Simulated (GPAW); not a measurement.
## Near-edge structure at the La L₃ edge of La2O3 (P-3m1)

What does one-electron theory with a core hole give for the La L₃ edge of La2O3 (P-3m1)?

Calculated with GPAW 26.7.0; X-ray absorption from dipole matrix elements to empty bands, plane-wave PAW LDA, without spin-orbit coupling.

### 1. Starting point

It takes space group P-3m1 (No. 164, trigonal). Conventional cell: a = 3.931 Å, b = 3.931 Å, c = 6.112 Å, α = 90.00°, β = 90.00°, γ = 120.00°. La has 7 O at 2.36 to 2.72 Å nearest. O has 6 La at 2.72 Å nearest. O has 4 La at 2.36 to 2.44 Å nearest. Farther neighbours and most contacts between anions are not listed.

Structure file:

```xyz
5
Lattice="3.9308 0.0000 0.0000 -1.9654 3.4042 0.0000 0.0000 0.0000 6.1120" Properties=species:S:1:pos:R:3 pbc="T T T"
La    0.0000    2.2694    1.5050
La    1.9654    1.1347    4.6070
O     0.0000    0.0000    0.0000
O     0.0000    2.2694    3.9477
O     1.9654    1.1347    2.1643
```

### 2. The field without a hole

The ground state comes first: it tells whether the system has a gap, which decides how the excited electron is treated.

scf.py reads:

```python
import numpy as np
from ase import Atoms
from ase.parallel import parprint, paropen
from gpaw import GPAW, PW, FermiDirac, Mixer, MixerDif, setup_paths
from gpaw.test import gen
setup_paths.insert(0, '.')
gen('La', name='nch2p', xcname='LDA', corehole=(2, 1, 0), write_xml=True)
from gpaw.mpi import world
world.barrier()

atoms = Atoms('La2O3',
    cell=[[3.93077788, 0, 0],
     [-1.96538894, 3.4041535, 0],
     [0, 0, 6.11195352]],
    scaled_positions=[[0.33333333, 0.66666667, 0.24623568],
     [0.66666667, 0.33333333, 0.75376432],
     [0, 0, 0],
     [0.33333333, 0.66666667, 0.64589065],
     [0.66666667, 0.33333333, 0.35410935]],
    pbc=True)
atoms.calc = calc = GPAW(legacy_gpaw=True, mode=PW(500), xc='LDA', setups={0: 'nch2p'},
    kpts={'size': (7, 7, 4), 'gamma': True}, occupations=FermiDirac(0.05),
    charge=0, mixer=Mixer(0.1, 5, 50), maxiter=150,
    convergence={'density': 0.0001}, txt='scf.txt')
energy = atoms.get_potential_energy() + calc.get_reference_energy()
ef = calc.get_fermi_level()
out = dict(energy=energy, fermi=ef, forces=atoms.get_forces().tolist())
parprint(f'all-electron energy {energy:.4f} eV, Fermi level {ef:.4f} eV')
ev = np.array([[calc.get_eigenvalues(k, s) for k in range(len(calc.get_ibz_k_points()))] for s in range(calc.get_number_of_spins())])
out['homo'], out['lumo'], out['counts'] = ev[ev < ef].max(), ev[ev > ef].min(), sorted(set((ev < ef).sum((0, 2)).tolist()))
out['filled'] = (ev[:, 0] < ef).sum(1).tolist()
import json
with paropen('out.json', 'w') as f:
    json.dump(out, f)
```

The run is started by

```console
$ OMP_NUM_THREADS=1 mpirun -n 4 gpaw python scf.py
```

Numbers of over 12 decimals in the logs are rounded to 6 here.

The program printed:

```text
Input parameters:
  convergence: {density: 0.0001}
  kpts: {gamma: True,
         size: (7, 7, 4)}
  maxiter: 150
  mixer: {backend: pulay,
          beta: 0.1,
          method: separate,
          nmaxold: 5,
          weight: 50}
  mode: {ecut: 500.0,
         name: pw}
  occupations: {fixmagmom: False,
                name: fermi-dirac,
                width: 0.05}
  setups: {0: nch2p}

Initialize ...

[... PAW data sets ...]

Reference energy: -467850.033543  # eV

Spin-paired calculation

[... convergence settings ...]
Symmetries present (total): 6
  [... symmetry matrices ...]

196 k-points: 7 x 7 x 4 Monkhorst-Pack grid + [0.000000,0.000000,1/8]
28 k-points in the irreducible part of the Brillouin zone
       k-points in crystal coordinates                weights
   0:     0.00000000    0.00000000    0.00000000          1/196
   1:     0.00000000    0.00000000    0.25000000          2/196
   2:     0.00000000    0.00000000    0.50000000          1/196
   3:     0.14285714    0.00000000   -0.25000000          6/196
   4:     0.14285714    0.00000000    0.00000000          6/196
   5:     0.14285714    0.00000000    0.25000000          6/196
   6:     0.14285714    0.00000000    0.50000000          6/196
   7:     0.28571429   -0.14285714    0.00000000          6/196
   8:     0.28571429   -0.14285714    0.25000000         12/196
   9:     0.28571429   -0.14285714    0.50000000          6/196
          ...
  27:     0.42857143    0.42857143    0.50000000          6/196

Wave functions: Plane wave expansion
  Cutoff energy: 500.000 eV
  Number of coefficients (min, max): 2057, 2098
  Pulay-stress correction: 0.000000 eV/Ang^3 (de/decut=0.000000)
  Using FFTW library
  Wavefunction extrapolation:
    Improved wavefunction reuse through dual PAW basis

Occupation numbers: Fermi-Dirac:
  width: 0.0500  # eV

Eigensolver
   Davidson(niter=2)

Densities:
  Coarse grid: 21*21*32 grid
  Fine grid: 42*42*64 grid
  Total Charge: 0.000000

Density mixing:
  Method: separate
  Backend: pulay
  Linear mixing parameter: 0.1
  old densities: 5
  Width of damping distribution: 1.1
  Damping of long wavelength oscillations: 50

[... Hamiltonian set-up ...]
Number of atoms: 5
Number of atomic orbitals: 42
Number of bands in calculation: 28
Number of valence electrons: 40
Bands to converge: occupied

... initialized

Initializing position-dependent things.

Density initialized from atomic densities
Creating initial wave functions:
  28 bands from LCAO basis set

         O   La

         La  O

       O

Atomic positions and initial magnetic moments

Positions:
   0 La    -0.000000    2.269436    1.504981    ( 0.0000,  0.0000,  0.0000)
   1 La     1.965389    1.134718    4.606972    ( 0.0000,  0.0000,  0.0000)
   2 O      0.000000    0.000000    0.000000    ( 0.0000,  0.0000,  0.0000)
   3 O     -0.000000    2.269436    3.947654    ( 0.0000,  0.0000,  0.0000)
   4 O      1.965389    1.134718    2.164300    ( 0.0000,  0.0000,  0.0000)

Unit cell:
           periodic     x           y           z      points  spacing
  1. axis:    yes    3.930778    0.000000    0.000000    21     0.1621
  2. axis:    yes   -1.965389    3.404154    0.000000    21     0.1621
  3. axis:    yes    0.000000    0.000000    6.111954    32     0.1910

  Lengths:   3.930778   3.930778   6.111954
  Angles:   90.000000  90.000000 120.000000

Effective grid spacing dv^(1/3) = 0.1796

iter:   1   -48.820644
iter:   2   -46.226936   -0.47  -0.88
iter:   3   -44.246813   +0.14  -0.99
iter:   4   -44.386148   -1.11  -1.34
iter:   5   -44.375215   -1.76  -1.42
iter:   6   -44.300174   -0.66  -1.74
iter:   7   -44.246895   -1.41  -1.91
iter:   8   -44.247946   -2.02  -2.41
iter:   9   -44.248738c  -2.57  -2.58
iter:  10   -44.247463c  -2.60  -2.56
iter:  11   -44.246869c  -3.55  -2.91
iter:  12   -44.246865c  -3.65  -3.09
iter:  13   -44.246895c  -4.18  -3.23
iter:  14   -44.246829c  -4.04  -3.24
iter:  15   -44.246821c  -4.77  -3.64
iter:  16   -44.246900c  -4.24  -3.71
iter:  17   -44.246852c  -5.25  -3.32
iter:  18   -44.246809c  -4.54  -3.45
iter:  19   -44.246814c  -5.15  -4.30c
iter:  20   -44.246811c  -5.86  -4.14c
iter:  21   -44.246811c  -6.38  -4.59c
iter:  22   -44.246812c  -6.98  -4.67c
iter:  23   -44.246812c  -7.16  -4.70c
iter:  24   -44.246812c  -7.61c -4.93c

Converged after 24 iterations.

Dipole moment: (-0.081843, 0.047252, -0.067178) |e|*Ang

Energy contributions relative to reference atoms: (reference = -467850.033543)

Kinetic:        +40.163207
Potential:      -38.917405
External:        +0.000000
XC:             -44.904463
Entropy (-ST):   -0.000000
Local:           -0.588151
SIC:             +0.000000
--------------------------
Free energy:    -44.246812
Extrapolated:   -44.246812

Showing only first 2 kpts
 Kpt  Band  Eigenvalues  Occupancy
  0    18      7.59308    2.00000
  0    19      7.86341    2.00000
  0    20     12.30035    0.00000
  0    21     12.52030    0.00000

  1    18      7.63607    2.00000
  1    19      7.63610    2.00000
  1    20     12.53755    0.00000
  1    21     12.64800    0.00000

Fermi level: 9.30195

Gap: 3.825 eV
Transition (v -> c):
  (s=0, k=21, n=19, [0.43, 0.00, 0.50]) -> (s=0, k=22, n=20, [0.43, 0.29, 0.00])
Direct/indirect transitions are different
Direct gap: 3.966 eV
Transition at: (s=0, k=22, n=19, [0.43, 0.29, 0.00])

Forces in eV/Ang:
  0 La    0.00000    0.00000    0.02985
  1 La    0.00000    0.00000   -0.18780
  2 O     0.00000    0.00000   -0.16267
  3 O    -0.00000    0.00000    0.16514
  4 O     0.00000   -0.00000    0.15608
Scalar-relativistic atomic LDA calculation for La (Lanthanum, Z=57)
Core hole in 2p state (2p occupation: 6.0)
900 radial gridpoints.
|------------------------------------------------|
|------------------------------------------------|
[... the atom generator's iteration count ...]

Energy contributions:
-------------------------
Kinetic:    +8961.894385
XC:          -196.597652
Potential: -17248.057818
-------------------------
Total:      -8482.761085

state      eigenvalue         ekin         rmax
-----------------------------------------------
1s^2.0 : -1420.878060  1824.587568        0.016
2s^2.0 :  -226.309892   385.551451        0.091
2p^6.0 :  -203.128559   359.304706        0.073
3s^2.0 :   -48.391937   114.917104        0.261
3p^6.0 :   -40.963639   106.006970        0.255
3d^10.0:   -30.198267    97.249962        0.210
4s^2.0 :    -9.758543    34.978109        0.608
4p^6.0 :    -7.336477    30.541930        0.635
4d^10.0:    -3.816230    23.959327        0.672
5s^2.0 :    -1.434450     7.834268        1.405
5p^6.0 :    -0.826369     5.791865        1.583
5d^1.0 :    -0.117867     2.187025        2.236
6s^2.0 :    -0.140036     1.002321        3.764
-----------------------------------------------
(units: Bohr and Hartree)

Generating PAW setup
Kinetic energy of the core from tauc = 9250.729520479674
Cutoffs:
rc(s)=2.300
rc(p)=2.000
rc(d)=1.900
rc(vbar)=1.710
rc(comp)=1.900
rc(nct)=2.300

Kinetic energy of the core states: 8907.282992
Charge: 0.0
Core electrons: 46.0
Valence electrons: 11.0
Pseudo-core charge: 0.295028
Shape function alpha=2.770
Pseudo-electron charge 12.796179
state    eigenvalue         norm
--------------------------------
5s(2) :    -1.434450     1.417622
6s(2) :    -0.140036     1.051500
5p(6) :    -0.826369     1.094764
*p    :     0.173631
5d(1) :    -0.117867     0.994321
*d    :     0.882133
--------------------------------

Diagonalizing with gridspacing h=0.050

state   all-electron     PAW
-------------------------------
5s:      -1.434450    -1.435315
5p:      -0.826369    -0.827266
5d:      -0.117867    -0.118176
*f:                    0.054381
-------------------------------
all-electron energy -467894.2804 eV, Fermi level 9.3020 eV
```

The job ended after 15 s (4 MPI ranks of Arm Neoverse V2, shared host; peak memory 0.22 GiB).

The mesh shows a gap of 3.82 eV, so the hole is first treated in a charged cell, without the excited electron.

### 3. Spectrum without a core hole, La atom 1

Without a hole the spectrum is the empty density of states of the right symmetry on the absorber, weighted by matrix elements. It needs only the small cell and serves as the baseline. The data set with a hole of occupation 0 only carries the core orbital.

The absorber has 3 O at 2.36 Å, 1 O at 2.44 Å and 3 O at 2.72 Å (7-fold, site symmetry 3m).

xas.py reads:

```python
import numpy as np
from ase import Atoms
from ase.parallel import parprint, paropen
from gpaw import GPAW, PW, FermiDirac, Mixer, MixerDif, setup_paths
from gpaw.test import gen
setup_paths.insert(0, '.')
gen('La', name='nch2p', xcname='LDA', corehole=(2, 1, 0), write_xml=True)
from gpaw.mpi import world
world.barrier()

atoms = Atoms('La2O3',
    cell=[[3.93077788, 0, 0],
     [-1.96538894, 3.4041535, 0],
     [0, 0, 6.11195352]],
    scaled_positions=[[0.33333333, 0.66666667, 0.24623568],
     [0.66666667, 0.33333333, 0.75376432],
     [0, 0, 0],
     [0.33333333, 0.66666667, 0.64589065],
     [0.66666667, 0.33333333, 0.35410935]],
    pbc=True)
atoms.calc = calc = GPAW(legacy_gpaw=True, mode=PW(500), xc='LDA', setups={0: 'nch2p'},
    kpts={'size': (7, 7, 4), 'gamma': True}, occupations=FermiDirac(0.02),
    charge=0, mixer=Mixer(0.1, 5, 50), maxiter=150,
    convergence={'density': 0.0001}, txt='scf.txt')
energy = atoms.get_potential_energy() + calc.get_reference_energy()
ef = calc.get_fermi_level()
out = dict(energy=energy, fermi=ef, forces=atoms.get_forces().tolist())
parprint(f'all-electron energy {energy:.4f} eV, Fermi level {ef:.4f} eV')
ev = np.array([[calc.get_eigenvalues(k, s) for k in range(len(calc.get_ibz_k_points()))] for s in range(calc.get_number_of_spins())])
out['homo'], out['lumo'], out['counts'] = ev[ev < ef].max(), ev[ev > ef].min(), sorted(set((ev < ef).sum((0, 2)).tolist()))
out['filled'] = (ev[:, 0] < ef).sum(1).tolist()

from ase.units import Ha
from gpaw.xas import dipole_matrix_elements
nb = int(calc.get_number_of_electrons() / 2) + 62
top, nb = nb, nb + 8 + nb // 12
nscf = calc.fixed_density(kpts={'size': (6, 6, 3), 'gamma': True}, nbands=nb,
    convergence={'bands': top, 'eigenstates': 1e-5}, maxiter=60, txt='nscf.txt')
cell = atoms.cell.array
ops = [cell.T @ U.T @ np.linalg.inv(cell.T) for U in nscf.wfs.kd.symmetry.op_scc]
filled = [20]  # bands filled in the ground state, by spin
E = np.arange(-25, 34, 0.1)
fwhm = np.interp(E, [4, 25], [3.41, 3.5])
Y, X, zero, highest = 0, 0, 1e9, 1e9
for spin in range(nscf.get_number_of_spins()):
    wfs = nscf.wfs
    A = dipole_matrix_elements(wfs.setups[0])
    eps = np.zeros((wfs.kd.nibzkpts, nb))
    d = np.zeros((3, A.shape[1], wfs.kd.nibzkpts, nb), complex)
    for kpt in wfs.kpt_u:
        if kpt.s == spin and 0 in kpt.P_ani:
            eps[kpt.k] = kpt.eps_n * Ha
            d[:, :, kpt.k] = (kpt.weight * wfs.nspins / 2) ** 0.5 * np.inner(A, kpt.P_ani[0])
    world.sum(eps)
    world.sum(d)
    T = np.einsum('amkn,bmkn->abkn', d, d.conj()).real
    T = sum(np.einsum('ai,ijkn,bj->abkn', R, T, R) for R in ops) / len(ops)
    empty = np.ones_like(eps, bool) & (np.arange(nb) >= filled[spin])
    zero, highest = min(zero, eps[empty].min()), min(highest, eps[:, top - 1].min())
    lines = [(eps, T, empty)] if spin == 0 else lines + [(eps, T, empty)]
for eps, T, empty in lines:
    f = np.einsum('aakn->akn', T).reshape(3, -1)
    x = eps.ravel() - zero
    w = np.interp(x, E, fwhm) / 2.35482
    g = np.exp(-0.5 * ((E[:, None] - x) / w) ** 2) / (w * (2 * np.pi) ** 0.5)
    Y = Y + (f * empty.ravel()) @ g.T
    X = X + (f * ~empty.ravel()) @ g.T
out.update(E=E.round(2).tolist(), xas=Y.tolist(), xes=X.tolist(), zero=zero, valid=highest - zero, nk=len(eps), nb=nb)
for i in range(0, len(E), 10):
    parprint(f'{E[i]:7.2f}', *(f'{v:10.3e}' for v in Y[:, i]))
import json
with paropen('out.json', 'w') as f:
    json.dump(out, f)
```

The run is started by

```console
$ OMP_NUM_THREADS=1 mpirun -n 4 gpaw python xas.py
```

The program printed:

```text
Input parameters:
  convergence: {density: 0.0001}
  kpts: {gamma: True,
         size: (7, 7, 4)}
  maxiter: 150
  mixer: {backend: pulay,
          beta: 0.1,
          method: separate,
          nmaxold: 5,
          weight: 50}
  mode: {ecut: 500.0,
         name: pw}
  occupations: {fixmagmom: False,
                name: fermi-dirac,
                width: 0.02}
  setups: {0: nch2p}

Initialize ...

[...]
*d    :     0.882133
--------------------------------

Diagonalizing with gridspacing h=0.050

state   all-electron     PAW
-------------------------------
5s:      -1.434450    -1.435315
5p:      -0.826369    -0.827266
5d:      -0.117867    -0.118176
*f:                    0.054381
-------------------------------
all-electron energy -467894.2804 eV, Fermi level 8.6520 eV
[...]
32.00  1.718e-06  1.718e-06  1.714e-06
  33.00  1.937e-06  1.937e-06  1.857e-06
[key lines of the parts left out:]
Converged after 24 iterations.
Dipole moment: (-0.081843, 0.047252, -0.067178) |e|*Ang
Free energy:    -44.246812
Fermi level: 8.65195
```

It took 29 s on 4 MPI ranks; peak memory 0.29 GiB; 1.9 min of CPU time.

The La L₃ spectrum, La atom 1, no core hole (energy from the lowest empty level; intensity scaled to a mean of 1 over the first 20 eV; polarised curves are means over the symmetry-equivalent atoms):

```csv
E (eV),isotropic,ε ⊥ c,ε ∥ c
-2.00,0.06,0.07,0.06
-1.25,0.16,0.16,0.16
-0.50,0.34,0.34,0.34
0.25,0.60,0.60,0.62
1.00,0.93,0.90,0.97
1.75,1.27,1.23,1.36
2.50,1.60,1.55,1.72
3.25,1.90,1.85,2.01
4.00,2.14,2.12,2.18
4.75,2.25,2.29,2.18
5.50,2.16,2.25,1.99
6.25,1.85,1.95,1.65
7.00,1.40,1.47,1.26
7.75,0.97,0.99,0.93
8.50,0.68,0.67,0.70
9.25,0.54,0.51,0.58
10.00,0.50,0.48,0.54
10.75,0.52,0.51,0.54
11.50,0.55,0.54,0.56
12.25,0.57,0.57,0.58
13.00,0.59,0.58,0.61
13.75,0.62,0.61,0.64
14.50,0.64,0.63,0.66
15.25,0.65,0.65,0.65
16.00,0.65,0.66,0.63
16.75,0.64,0.66,0.61
17.50,0.64,0.66,0.60
18.25,0.64,0.66,0.61
19.00,0.63,0.64,0.61
19.75,0.60,0.59,0.61
20.50,0.56,0.54,0.59
21.25,0.53,0.50,0.58
22.00,0.51,0.48,0.57
22.75,0.51,0.48,0.57
23.50,0.52,0.49,0.58
24.25,0.54,0.51,0.59
25.00,0.56,0.55,0.59
25.75,0.59,0.59,0.60
26.50,0.63,0.64,0.60
27.25,0.65,0.67,0.60
28.00,0.65,0.68,0.59
28.75,0.64,0.66,0.59
29.50,0.63,0.65,0.60
30.25,0.65,0.65,0.63
31.00,0.68,0.68,0.68
31.75,0.74,0.74,0.74
```

Main maxima below 30 eV (height): 4.8 eV (2.26) and 15.4 eV (0.65). At an L edge the dipole rule selects empty d (and weakly s) states on the absorber, and the strong line at the onset measures the empty part of its d band.

The same matrix elements for filled bands give the La L₃ emission of La atom 1 (ground-state approximation; energy from the lowest empty level, largest value 1):

| E (eV) | emission |
| --- | --- |
| -24.00 | 0.00 |
| -23.25 | 0.01 |
| -22.50 | 0.01 |
| -21.75 | 0.02 |
| -21.00 | 0.03 |
| -20.25 | 0.04 |
| -19.50 | 0.04 |
| -18.75 | 0.03 |
| -18.00 | 0.03 |
| -17.25 | 0.03 |
| -16.50 | 0.03 |
| -15.75 | 0.03 |
| -15.00 | 0.02 |
| -14.25 | 0.01 |
| -13.50 | 0.01 |
| -12.75 | 0.00 |
| -12.00 | 0.00 |
| -11.25 | 0.00 |
| -10.50 | 0.01 |
| -9.75 | 0.02 |
| -9.00 | 0.08 |
| -8.25 | 0.21 |
| -7.50 | 0.44 |
| -6.75 | 0.73 |
| -6.00 | 0.95 |
| -5.25 | 0.99 |
| -4.50 | 0.83 |
| -3.75 | 0.57 |
| -3.00 | 0.32 |
| -2.25 | 0.14 |
| -1.50 | 0.05 |
| -0.75 | 0.02 |
| 0.00 | 0.00 |
| 0.75 | 0.00 |
| 1.50 | 0.00 |
| 2.25 | 0.00 |
| 3.00 | 0.00 |

Emission maxima: -5.4 eV (1.00).

### 4. Supercell without a hole, the energy reference

The photon energy needs a difference of total energies, so the cell and mesh of the coming hole run are first run without a hole.

Edit scf.py of step 2 so:

```diff
@@ -10,14 +10,24 @@
 
-atoms = Atoms('La2O3',
-    cell=[[3.93077788, 0, 0],
-     [-1.96538894, 3.4041535, 0],
-     [0, 0, 6.11195352]],
-    scaled_positions=[[0.33333333, 0.66666667, 0.24623568],
-     [0.66666667, 0.33333333, 0.75376432],
+atoms = Atoms('La6O9',
+    cell=[[-5.89616682, 3.4041535, 0],
+     [-5.89616682, -3.4041535, 0],
+     [3.93077788, 0, 6.11195352]],
+    scaled_positions=[[0.41541189, 0.74874523, 0.24623568],
+     [0.74874523, 0.08207856, 0.24623568],
+     [0.08207856, 0.41541189, 0.24623568],
+     [0.25125477, 0.91792144, 0.75376432],
+     [0.58458811, 0.25125477, 0.75376432],
+     [0.91792144, 0.58458811, 0.75376432],
      [0, 0, 0],
-     [0.33333333, 0.66666667, 0.64589065],
-     [0.66666667, 0.33333333, 0.35410935]],
+     [0.33333333, 0.33333333, 0],
+     [0.66666667, 0.66666667, 0],
+     [0.54863022, 0.88196355, 0.64589065],
+     [0.88196355, 0.21529688, 0.64589065],
+     [0.21529688, 0.54863022, 0.64589065],
+     [0.11803645, 0.78470312, 0.35410935],
+     [0.45136978, 0.11803645, 0.35410935],
+     [0.78470312, 0.45136978, 0.35410935]],
     pbc=True)
 atoms.calc = calc = GPAW(legacy_gpaw=True, mode=PW(500), xc='LDA', setups={0: 'nch2p'},
-    kpts={'size': (7, 7, 4), 'gamma': True}, occupations=FermiDirac(0.05),
+    kpts={'size': (3, 3, 3), 'gamma': True}, occupations=FermiDirac(0.02),
     charge=0, mixer=Mixer(0.1, 5, 50), maxiter=150,
```

The run is started by

```console
$ OMP_NUM_THREADS=1 mpirun -n 4 gpaw python scf.py
```

The program printed:

```text
Input parameters:
  convergence: {density: 0.0001}
  kpts: {gamma: True,
         size: (3, 3, 3)}
  maxiter: 150
  mixer: {backend: pulay,
          beta: 0.1,
          method: separate,
          nmaxold: 5,
          weight: 50}
  mode: {ecut: 500.0,
         name: pw}
  occupations: {fixmagmom: False,
                name: fermi-dirac,
                width: 0.02}
  setups: {0: nch2p}

Initialize ...

[...]
6s(2) :    -0.140036     1.051500
5p(6) :    -0.826369     1.094764
*p    :     0.173631
5d(1) :    -0.117867     0.994321
*d    :     0.882133
--------------------------------

Diagonalizing with gridspacing h=0.050

state   all-electron     PAW
-------------------------------
5s:      -1.434450    -1.435315
5p:      -0.826369    -0.827266
5d:      -0.117867    -0.118176
*f:                    0.054381
-------------------------------
all-electron energy -1403905.8152 eV, Fermi level 8.7726 eV
[key lines of the parts left out:]
Converged after 38 iterations.
Dipole moment: (-0.106003, -0.053382, -0.067071) |e|*Ang
Free energy:   -133.841621
Fermi level: 8.77263
```

Elapsed: 2.2 min, on 4 MPI ranks; peak memory 0.41 GiB; 8.9 min of CPU time.

Reference energy: -1403905.815 eV with the cores included.

(Part 1 of 2 ends here.)

[Banner, clock and machine lines of the logs are left out without a mark of their own.]

[Logs are printed without paths, hosts, clocks, repeated set-up lines and the standing remarks that a program may print on its own settings, such as how far it seeks lower states.]

[Hosts, paths, dates, database ids (printed as entryN), source tags and the programs' standing remarks are cut or masked in the printed files.]

[Lists of maxima count a maximum above −3 eV only where it reaches 4 % of the highest in the window and stands out from its surroundings by 2 % of it (1.5 % where it reaches 55 %); shoulders and weaker maxima are passed over, and of the rest the first, up to two pre-edge ones and the few strongest are named.]
